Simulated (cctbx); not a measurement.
## Reading a Patterson map

Space group Pc (no. 7), a = 7.8160 Å, b = 5.9650 Å, c = 15.5100 Å, α = 90.00°, β = 105.76°, γ = 90.00°, content Te12 Sb6 Ag2 Ge2.

Simulated single-crystal data (cctbx): Cu Kα, λ = 1.54184 Å, to d = 0.83 Å, 50 % of the full sphere, strongest reflection 20000 counts, noise from counting, a 1.5 % proportional error and a noise floor of 2 counts (s.d.); no absorption, some extinction.

Patterson synthesis, origin scaled to 1000:

```text
Patterson group P 1 2/m 1
      u       v       w   height  length (A)
  0.000   0.000   0.000   1000.0     0.00
  0.000   0.364   0.500    188.1     8.05
  0.332   0.000   0.733    162.8     5.44
  0.000   0.000   0.500    130.5     7.75
  0.500   0.000   0.500    109.0     7.68
  0.249   0.500   0.131     97.2     3.83
  0.427   0.500   0.792     96.5     6.02
  0.016   0.000   0.609     89.3     6.11
  0.418   0.270   0.905     89.1     4.24
  0.318   0.500   0.459     87.9     7.50
  0.266   0.500   0.738     86.9     5.86
  0.017   0.000   0.710     82.3     4.54
  0.025   0.000   0.315     81.6     4.84
  0.025   0.328   0.113     78.3     2.61
```

Q: Assign the vectors.

A peak at u stands for all pairs with xi − xj = u, with weight Σ ZiZj against Σ Z² = 54520 at the origin. Peak heights follow these weights only roughly, since form factors, motion and series ripples differ, all vectors within 0.55 Å of a peak are counted as merged into it though the farther ones add only part of their weight, and F(000) is left out, which lowers the whole map:

| u | v | w | shortest length (Å) | height | 1000 ΣZiZj/ΣZ² | pairs in the cell |
| --- | --- | --- | --- | --- | --- | --- |
| 0.000 | 0.364 | 0.500 | 8.05 | 188 | 254 | 2 × Te–Te, 2 × Sb–Sb, 1 × Ag–Ag, 1 × Ge–Ge |
| 0.332 | 0.000 | 0.733 | 5.45 | 163 | 254 | 2 × Te–Te, 2 × Sb–Sb, 2 × Sb–Ge |
| 0.000 | 0.000 | 0.500 | 7.76 | 130 | 298 | 6 × Te–Te |
| 0.500 | 0.000 | 0.500 | 7.68 | 109 | 198 | 4 × Te–Te |
| 0.249 | 0.500 | 0.131 | 3.83 | 97 | 99 | 2 × Te–Te |
| 0.427 | 0.500 | 0.792 | 5.61 | 96 | 90 | 2 × Te–Ag |
| 0.016 | 0.000 | 0.609 | 6.10 | 89 | 97 | 2 × Te–Sb |
| 0.418 | 0.270 | 0.905 | 4.25 | 89 | 125 | 1 × Te–Te, 1 × Te–Ag, 1 × Te–Ge |
| 0.318 | 0.500 | 0.459 | 7.49 | 88 | 97 | 2 × Te–Sb |
| 0.266 | 0.500 | 0.738 | 5.86 | 87 | 97 | 2 × Te–Sb |

The table stops at ten peaks or at a height of 45, below which ripples compete. In the model behind the data Te, the heaviest element, has 6 independent sites: (0.6590, 0.4569, 0.5974), (0.3128, 0.6654, 0.4246), (0.1424, 0.5215, 0.6126), (0.7834, 0.5218, 0.8818), (0.4647, 0.9253, 0.1980) and (0.0634, 0.1797, 0.2944), up to an allowed shift of origin; the Te–Te vectors are differences of these positions and their symmetry mates. Elements of similar Z can't be told apart from the map alone. The whole model:

```
atom  mult.       x       y       z  Ueq (Å²)
 Te1      2  0.6590  0.4569  0.5974    0.0118
 Te2      2  0.3128  0.6654  0.4246    0.0093
 Te3      2  0.1424  0.5215  0.6126    0.0173
 Te4      2  0.7834  0.5218  0.8818    0.0121
 Te5      2  0.4647  0.9253  0.1980    0.0134
 Te6      2  0.0634  0.1797  0.2944    0.0168
 Sb1      2  0.6495  0.7358  0.4730    0.0119
 Sb2      2  0.3295  0.6839  0.0336    0.0184
 Sb3      2  0.3550  0.2895  0.2505    0.0116
 Ag1      2  0.7379  0.1739  0.2100    0.0138
 Ge1      2  0.9908  0.6713  0.2723    0.0129
```

This is a model crystal, built by substitution and not relaxed, with assumed displacement parameters.

[Logs are printed without paths, hosts, clocks, repeated set-up lines and the standing remarks that a program may print on its own settings, such as how far it seeks lower states.]
